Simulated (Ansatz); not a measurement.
# Na2PC2N (built on the sites of a database entry of NaCN): a soft mode frozen in, part 2 of 3

Wanted: the energy along a soft mode of Na2PC2N (built on the sites of a database entry of NaCN) and the structure at the end.

Ansatz 0.2.0; DFT PBEsol, scalar-relativistic, plane waves, PAW.

So far, highest frequency on the path or at a solved wavevector (cm⁻¹): step 2 (the dispersion) 2083. Also lowest frequency on the path (cm⁻¹): step 2 -85.2.

The structure was built from a prototype and need not be the compound's stable phase.

### Step 4. The mode frozen in, largest atomic shift 0.22 Å

The atoms are moved along the unstable eigenvector, the largest shift by 0.22 Å, with the cell fixed.

input.yaml

```yaml
crystal:
  lattice:
    - [3.9558565659, 0.0, 0.0]
    - [0.0, 5.4306410502, 0.0]
    - [0.0, 0.0, 10.7812867856]
  atoms:
    - { symbol: Na, position: [-0.0491848513, 0.0, 0.0883483737] }
    - { symbol: Na, position: [0.0491848513, 0.0, 0.5883483737] }
    - { symbol: Na, position: [0.5120853815, 0.5, 0.4259062973] }
    - { symbol: Na, position: [0.4879146185, 0.5, 0.9259062973] }
    - { symbol: C, position: [-0.0146964208, 0.5, 0.0647657524] }
    - { symbol: C, position: [0.0146964208, 0.5, 0.5647657524] }
    - { symbol: C, position: [0.5066878081, 0.0, 0.4093889494] }
    - { symbol: C, position: [0.4933121919, 0.0, 0.9093889494] }
    - { symbol: "N", position: [0.5556137454, 0.0, 0.3002323924] }
    - { symbol: "N", position: [0.4443862546, 0.0, 0.8002323924] }
    - { symbol: P, position: [0.0251049606, 0.5, 0.2113582349] }
    - { symbol: P, position: [-0.0251049606, 0.5, 0.7113582349] }
kpoints:
  mp_grid: { grid: [6, 4, 2] }
hamiltonian:
  xc: pbesol
scf:
  occupations: { method: gaussian, width: 0.02 }
output:
  forces: true
  stress: true
  eigenvalues: true
```

Command:

```bash
ansatz run input.yaml --threads 8 --pin off --max-ram 14336MiB --backend cpu --events-out ev --progress --plain --runs-dir out
```

Numbers of over 12 decimals in the logs are rounded to 6 here.

Output:

```text
[...]
Crystal: 12 atoms, lattice volume = 231.613 Å³
Basis set: ecut = 420 eV, 4535 PW (Γ), exchange–correlation on 54×80×150 points (8 copies of the dense FFT grid, shifted against one another)
Bands: 48, of which v1, the nominal top of the filled ones, is band 36 counted from 1 (35 counted from 0)
Symmetry: 4 space group operations
[...]
k-points: 24 of 48
[...]
k-point 0: bands = [... 32 lower, 0.2596, 0.7716, 0.7912, 1.0365, 4.2985, 4.4651, 5.1296, 5.2512, ... 4 higher]
  k-point 1: bands = [... 32 lower, 0.6177, 0.6177, 0.7841, 0.7841, 4.3732, 4.3732, 5.1814, 5.1814, ... 4 higher]
  k-point 2: bands = [... 32 lower, 0.3641, 0.7636, 0.7714, 0.9694, 4.3533, 4.4173, 5.0945, 5.2761, ... 4 higher]
  k-point 23: bands = [... 32 lower, -0.0015, -0.0015, 0.6695, 0.6695, 3.6751, 3.6751, 4.3838, 4.3838, ... 4 higher]
[key lines of the parts left out:]
SCF converged after 8 iterations
Free energy (F): -9123.001752 eV
Fermi energy:    2.266978 eV
P = ⅓ Tr σ = -1.0445 GPa (-10.445 kbar)
```

It took 3.1 s on 8 threads of Arm Neoverse V1, shared host; peak memory 0.8 GiB; 23 s of CPU time.

This step gave:

- pressure: -1.045 GPa
- gap on the k-mesh: 2.231 eV
- energy from the undistorted cell: -1.479 meV/atom

The energy, extrapolated to zero smearing, is -1.48 meV/atom against the undistorted cell.

The run ends at a pressure of -1.04 GPa, with forces up to 1.6 eV/Å.

### Step 5. Energy along the mode, all amplitudes (two of the runs are shown above)

An imaginary frequency means negative curvature, so the energy should fall and then rise again as anharmonic terms take over.

Numbers from this step:

- depth at the lowest point sampled: 1.479 meV/atom
- largest atomic shift at that point: 0.22 Å

Table of energy from the parent by largest atomic shift:

| largest atomic shift (Å) | energy from the parent (meV/atom) |
| --- | --- |
| 0.000 | 0 |
| 0.040 | -0.14 |
| 0.080 | -0.523 |
| 0.140 | -1.28 |
| 0.220 | -1.48 |
| 0.320 | 3.03 |
| 0.450 | 25.6 |

Displacement at unit largest shift by atom:

| atom | x (Å) | y (Å) | z (Å) | size |
| --- | --- | --- | --- | --- |
| Na1 | -0.88 | 0.00 | 0.00 | 0.88 |
| Na2 | 0.88 | 0.00 | 0.00 | 0.88 |
| Na3 | 0.22 | 0.00 | 0.00 | 0.22 |
| Na4 | -0.22 | 0.00 | 0.00 | 0.22 |
| C5 | -0.26 | 0.00 | 0.00 | 0.26 |
| C6 | 0.26 | 0.00 | 0.00 | 0.26 |
| C7 | 0.12 | 0.00 | 0.00 | 0.12 |
| C8 | -0.12 | 0.00 | 0.00 | 0.12 |
| N9 | 1.00 | 0.00 | 0.00 | 1.00 |
| N10 | -1.00 | 0.00 | 0.00 | 1.00 |
| P11 | 0.45 | 0.00 | 0.00 | 0.45 |
| P12 | -0.45 | 0.00 | 0.00 | 0.45 |

The lowest of the steps tried is at 0.22 Å, 1.48 meV/atom below the parent; the bottom of the well need not coincide with a step.

### Step 6. Relaxation from the frozen mode

Starting from the lowest point found, all atoms and the cell are let go, so that strain and other modes of the same symmetry can join in.

Changes to input.yaml since step 4:

```diff
@@ -23,3 +23,3 @@
 scf:
-  occupations: { method: gaussian, width: 0.02 }
+  occupations: { method: fixed }
 output:
@@ -28 +28,10 @@
   eigenvalues: true
+  write_density: true
+  write_potential: true
+  elf: true
+  volumetric_format: npy
+relax:
+  adjacent_minimum: "off"
+  f_tol: 0.002
+  max_steps: 120
+  cell: { stress_tol: 0.03 }
```

Output:

```text
[...]
Crystal: 12 atoms, lattice volume = 231.613 Å³
Basis set: ecut = 420 eV, 4535 PW (Γ), exchange–correlation on 54×80×150 points (8 copies of the dense FFT grid, shifted against one another)
Bands: 48, of which v1, the nominal top of the filled ones, is band 36 counted from 1 (35 counted from 0)
Symmetry: 4 space group operations
[...]
k-points: 24 of 48
[...]
SCF iter   1: F=—  HF=-9123.013693 eV  |F-HF|=—  |Δ(HF+E_count)|=         —  Δρ=5.69e-3  dr2=1.12e-1  ethr=1.77e-3  ⟨swp⟩=5.2  Hψ=3995  notcnv=0  defer=215
[...]
SCF iter   8: F=-9123.001752 eV  HF=-9123.001752 eV  |F-HF|=8.21e-9  |Δ(HF+E_count)|=   6.42e-7  Δρ=4.54e-6  dr2=7.29e-8  ethr=1.39e-10  ⟨swp⟩=21.0  Hψ=10940  notcnv=0
SCF 1 converged in 8 iterations: F = -9123.001752 eV  dr2 = 7.29e-8
[...]
relax step   1: F+E_penalty+E_count = -9123.00175228 eV  Δ(F+E_penalty+E_count) = +0.000e0 eV  max|allowed force component| = 1.570e0 eV/Å  Δτ_max = 0.0000 Å  P = -1.044 GPa  Ω = 231.613 Å³  (8 SCF iters, dr2 threshold 1.00e-7 eV, accepted)
Crystal: 12 atoms, lattice volume = 233.996 Å³
Basis set: ecut = 420 eV, 4575 PW (Γ), exchange–correlation on 54×80×150 points (8 copies of the dense FFT grid, shifted against one another)
[...]
iter 1 solved again at ethr=5.42e-4 eV; its pass at ethr=3.10e-3 eV (dr2=3.90e-1 eV) is discarded
[...]
SCF iter   8: F=-9123.102228 eV  HF=-9123.102227 eV  |F-HF|=2.65e-7  |Δ(HF+E_count)|=   1.17e-6  Δρ=8.03e-6  dr2=1.57e-7  ethr=1.67e-9  ⟨swp⟩=19.3  Hψ=10064  notcnv=0
SCF 2 converged in 8 iterations: F = -9123.102228 eV  dr2 = 1.57e-7
relax step   2: F+E_penalty+E_count = -9123.10222756 eV  Δ(F+E_penalty+E_count) = -1.005e-1 eV  max|allowed force component| = 4.912e-1 eV/Å  Δτ_max = 0.1489 Å  P = -0.475 GPa  Ω = 233.996 Å³  energy of the carried Pulay correction = -2.573e-3 eV  (8 SCF iters, dr2 threshold 1.20e-6 eV, accepted)
Crystal: 12 atoms, lattice volume = 233.934 Å³
Basis set: ecut = 420 eV, 4577 PW (Γ), exchange–correlation on 54×80×150 points (8 copies of the dense FFT grid, shifted against one another)
[...]
SCF iter   8: F=-9123.197589 eV  HF=-9123.197589 eV  |F-HF|=6.66e-7  |Δ(HF+E_count)|=   3.82e-6  Δρ=1.33e-5  dr2=5.13e-7  ethr=1.67e-9  ⟨swp⟩=19.9  Hψ=10358  notcnv=0
SCF 3 converged in 8 iterations: F = -9123.197589 eV  dr2 = 5.13e-7
[...]
relax step   3: F+E_penalty+E_count = -9123.19758928 eV  Δ(F+E_penalty+E_count) = -9.536e-2 eV  max|allowed force component| = 1.453e0 eV/Å  Δτ_max = 0.1966 Å  P = -0.747 GPa  Ω = 233.934 Å³  energy of the carried Pulay correction = -2.507e-3 eV  (8 SCF iters, dr2 threshold 1.20e-6 eV, accepted)
[... from here on, the SCF cycles and remarks between the steps are left out ...]
relax step   4: F+E_penalty+E_count = -9123.32659440 eV  Δ(F+E_penalty+E_count) = -1.290e-1 eV  max|allowed force component| = 4.569e-1 eV/Å  Δτ_max = 0.1953 Å  P = +0.525 GPa  Ω = 232.901 Å³  energy of the carried Pulay correction = -1.394e-3 eV  (8 SCF iters, dr2 threshold 1.20e-6 eV, accepted)
relax step   5: F+E_penalty+E_count = -9122.97886741 eV  Δ(F+E_penalty+E_count) = +3.477e-1 eV  max|allowed force component| = 2.515e0 eV/Å  Δτ_max = 0.1963 Å  P = -2.299 GPa  Ω = 233.523 Å³  energy of the carried Pulay correction = -2.065e-3 eV  (8 SCF iters, dr2 threshold 1.20e-6 eV, rejected (line search))
relax step   6: F+E_penalty+E_count = -9123.35293006 eV  Δ(F+E_penalty+E_count) = -2.634e-2 eV  max|allowed force component| = 2.877e-1 eV/Å  Δτ_max = 0.0575 Å  P = +0.351 GPa  Ω = 232.763 Å³  energy of the carried Pulay correction = -1.246e-3 eV  (12 SCF iters, accepted)
relax step   7: F+E_penalty+E_count = -9123.37600456 eV  Δ(F+E_penalty+E_count) = -2.307e-2 eV  max|allowed force component| = 3.158e-2 eV/Å  Δτ_max = 0.0819 Å  P = -0.021 GPa  Ω = 233.500 Å³  energy of the carried Pulay correction = -2.040e-3 eV  (8 SCF iters, dr2 threshold 1.20e-6 eV, accepted)
relax step   8: F+E_penalty+E_count = -9123.37684221 eV  Δ(F+E_penalty+E_count) = -8.376e-4 eV  max|allowed force component| = 1.552e-1 eV/Å  Δτ_max = 0.0335 Å  P = -0.193 GPa  Ω = 233.512 Å³  energy of the carried Pulay correction = -2.052e-3 eV  (8 SCF iters, dr2 threshold 6.23e-8 eV, accepted)
relax step   9: F+E_penalty+E_count = -9123.37818434 eV  Δ(F+E_penalty+E_count) = -1.342e-3 eV  max|allowed force component| = 4.549e-2 eV/Å  Δτ_max = 0.0179 Å  P = +0.019 GPa  Ω = 233.659 Å³  energy of the carried Pulay correction = -2.211e-3 eV  (6 SCF iters, dr2 threshold 1.20e-6 eV, accepted)
relax step  10: F+E_penalty+E_count = -9123.37852565 eV  Δ(F+E_penalty+E_count) = -3.413e-4 eV  max|allowed force component| = 4.586e-2 eV/Å  Δτ_max = 0.0111 Å  P = -0.003 GPa  Ω = 233.395 Å³  energy of the carried Pulay correction = -1.927e-3 eV  (7 SCF iters, dr2 threshold 1.29e-7 eV, accepted)
relax step  11: F+E_penalty+E_count = -9123.37846255 eV  Δ(F+E_penalty+E_count) = +6.310e-5 eV  max|allowed force component| = 2.523e-3 eV/Å  Δτ_max = 0.0077 Å  P = +0.003 GPa  Ω = 233.552 Å³  energy of the carried Pulay correction = -2.096e-3 eV  (6 SCF iters, dr2 threshold 1.31e-7 eV, accepted)
relax step  12: F+E_penalty+E_count = -9123.37846009 eV  Δ(F+E_penalty+E_count) = +2.458e-6 eV  max|allowed force component| = 6.232e-4 eV/Å  Δτ_max = 0.0014 Å  P = +0.001 GPa  Ω = 233.558 Å³  energy of the carried Pulay correction = -2.102e-3 eV  (7 SCF iters, dr2 threshold 3.98e-10 eV, accepted)
relax step  13: F+E_penalty+E_count = -9123.38595089 eV  Δ(F+E_penalty+E_count) = -7.491e-3 eV  max|allowed force component| = 2.063e-3 eV/Å  Δτ_max = 0.0000 Å  P = +0.039 GPa  Ω = 233.558 Å³  stress off target by 1.48e-1 GPa  SCF on the basis re-selected at this cell (its energy is not comparable with the rows above)  (8 SCF iters)
relax step  14: F+E_penalty+E_count = -9123.38620086 eV  Δ(F+E_penalty+E_count) = -2.500e-4 eV  max|allowed force component| = 4.347e-2 eV/Å  Δτ_max = 0.0128 Å  P = -0.014 GPa  Ω = 234.276 Å³  energy of the carried Pulay correction = -8.404e-4 eV  (8 SCF iters, dr2 threshold 5.44e-8 eV, accepted)
relax step  15: F+E_penalty+E_count = -9123.38588589 eV  Δ(F+E_penalty+E_count) = +3.150e-4 eV  max|allowed force component| = 2.482e-2 eV/Å  Δτ_max = 0.0083 Å  P = -0.014 GPa  Ω = 234.902 Å³  energy of the carried Pulay correction = -1.594e-3 eV  (7 SCF iters, dr2 threshold 1.18e-7 eV, accepted)
relax step  16: F+E_penalty+E_count = -9123.38579253 eV  Δ(F+E_penalty+E_count) = +9.336e-5 eV  max|allowed force component| = 1.031e-2 eV/Å  Δτ_max = 0.0059 Å  P = +0.009 GPa  Ω = 235.010 Å³  energy of the carried Pulay correction = -1.723e-3 eV  (7 SCF iters, dr2 threshold 3.85e-8 eV, accepted)
relax step  17: F+E_penalty+E_count = -9123.38580271 eV  Δ(F+E_penalty+E_count) = -1.019e-5 eV  max|allowed force component| = 3.884e-3 eV/Å  Δτ_max = 0.0026 Å  P = -0.003 GPa  Ω = 235.008 Å³  energy of the carried Pulay correction = -1.722e-3 eV  (7 SCF iters, dr2 threshold 6.64e-9 eV, accepted)
relax step  18: F+E_penalty+E_count = -9123.38575039 eV  Δ(F+E_penalty+E_count) = +5.232e-5 eV  max|allowed force component| = 3.310e-4 eV/Å  Δτ_max = 0.0006 Å  P = -0.001 GPa  Ω = 235.055 Å³  energy of the carried Pulay correction = -1.776e-3 eV  (6 SCF iters, dr2 threshold 9.43e-10 eV, accepted)
[...]
SCF iter   7: F=-9123.388101 eV  HF=-9123.388101 eV  |F-HF|=2.73e-11  |Δ(HF+E_count)|=  3.64e-11  Δρ=1.00e-7  dr2=2.72e-11  ethr=1.00e-12  ⟨swp⟩=17.2  Hψ=8446  notcnv=0
SCF 19 converged in 7 iterations: F = -9123.388101 eV  dr2 = 2.72e-11
relax step  19: F+E_penalty+E_count = -9123.38810130 eV  Δ(F+E_penalty+E_count) = -2.351e-3 eV  max|allowed force component| = 5.173e-4 eV/Å  Δτ_max = 0.0000 Å  P = +0.001 GPa  Ω = 235.055 Å³  stress off target by 2.74e-2 GPa  SCF on the basis re-selected at this cell (its energy is not comparable with the rows above)  (7 SCF iters)
[...]
SCF converged after 7 iterations
Free energy (F): -9123.388101 eV
[...]
Internal energy: -9123.388101 eV  (E = F + TS)
E sigma→0 (E₀):  -9123.388101 eV
Fermi energy:    1.024692 eV
[...]
--- Forces (eV/Å), atoms counted from 1 ---
  atom   1  Na    -0.00003046     0.00000000     0.00006178
  atom   2  Na     0.00003046     0.00000000     0.00006178
  atom   3  Na    -0.00003636     0.00000000     0.00002352
  atom   4  Na     0.00003636     0.00000000     0.00002352
  atom   5  C      0.00024409     0.00000000     0.00040158
  atom   6  C     -0.00024409     0.00000000     0.00040158
  atom   7  C      0.00034152     0.00000000    -0.00051716
  atom   8  C     -0.00034152     0.00000000    -0.00051716
  atom   9  N     -0.00039031     0.00000000     0.00048140
  atom  10  N      0.00039031     0.00000000     0.00048140
  atom  11  P     -0.00033009     0.00000000    -0.00045009
  atom  12  P      0.00033009     0.00000000    -0.00045009
  max |Σ_I F_I| component: 2.05e-6 eV/Å
--- Stress (GPa, compression-positive) ---
        0.027445       0.000000       0.000000
        0.000000      -0.002546       0.000000
        0.000000       0.000000      -0.020890
  P = ⅓ Tr σ = 0.0013 GPa (0.013 kbar)
--- Band table (eV; the first three rows and the last of 24) ---
  k-point 0: bands = [... 32 lower, 0.3365, 0.5343, 0.5836, 0.6446, 3.2731, 4.2145, 4.5935, 4.5959, ... 8 higher]
  k-point 1: bands = [... 32 lower, 0.4576, 0.4576, 0.6093, 0.6093, 3.6729, 3.6729, 4.5937, 4.5937, ... 8 higher]
  k-point 2: bands = [... 32 lower, 0.3720, 0.4671, 0.5622, 0.6144, 3.3131, 4.2328, 4.3817, 4.6346, ... 8 higher]
  k-point 23: bands = [... 32 lower, 0.0079, 0.0079, 0.6689, 0.6689, 3.9763, 3.9763, 4.8928, 4.8928, ... 8 higher]
--- Relaxed structure (17 steps of the walk, 16 accepted, 2 SCFs on fresh bases) ---
  F+E_penalty+E_count = -9123.38810130 eV   max|allowed force component| = 5.173e-4 eV/Å   (the final SCF, on the basis selected at the relaxed cell)
  cell:  # Å, volume = 235.0550 Å³
    - [4.177366, 0.0, 0.0]
    - [0.0, 5.432557, 0.0]
    - [0.0, 0.0, 10.357685]
  atoms:
    - { symbol: Na, position: [-0.170261, 0.0, 0.093407] }
    - { symbol: Na, position: [0.170261, 0.0, 0.593407] }
    - { symbol: Na, position: [0.590925, 0.5, 0.411460] }
    - { symbol: Na, position: [0.409075, 0.5, 0.911460] }
    - { symbol: C, position: [-0.116048, 0.5, 0.066843] }
    - { symbol: C, position: [0.116048, 0.5, 0.566843] }
    - { symbol: C, position: [0.610763, 0.0, 0.426972] }
    - { symbol: C, position: [0.389237, 0.0, 0.926972] }
    - { symbol: N, position: [0.689886, 0.0, 0.318170] }
    - { symbol: N, position: [0.310114, 0.0, 0.818170] }
    - { symbol: P, position: [0.132597, 0.5, 0.183148] }
    - { symbol: P, position: [-0.132597, 0.5, 0.683148] }
```

The job ended after 81 s (8 threads; peak memory 0.91 GiB).

(Continued in part 3 of 3.)

[Logs are printed without paths, hosts, clocks, repeated set-up lines and the standing remarks that a program may print on its own settings, such as how far it seeks lower states.]

[Hosts, paths, dates, database ids (printed as entryN), source tags and the programs' standing remarks are cut or masked in the printed files.]
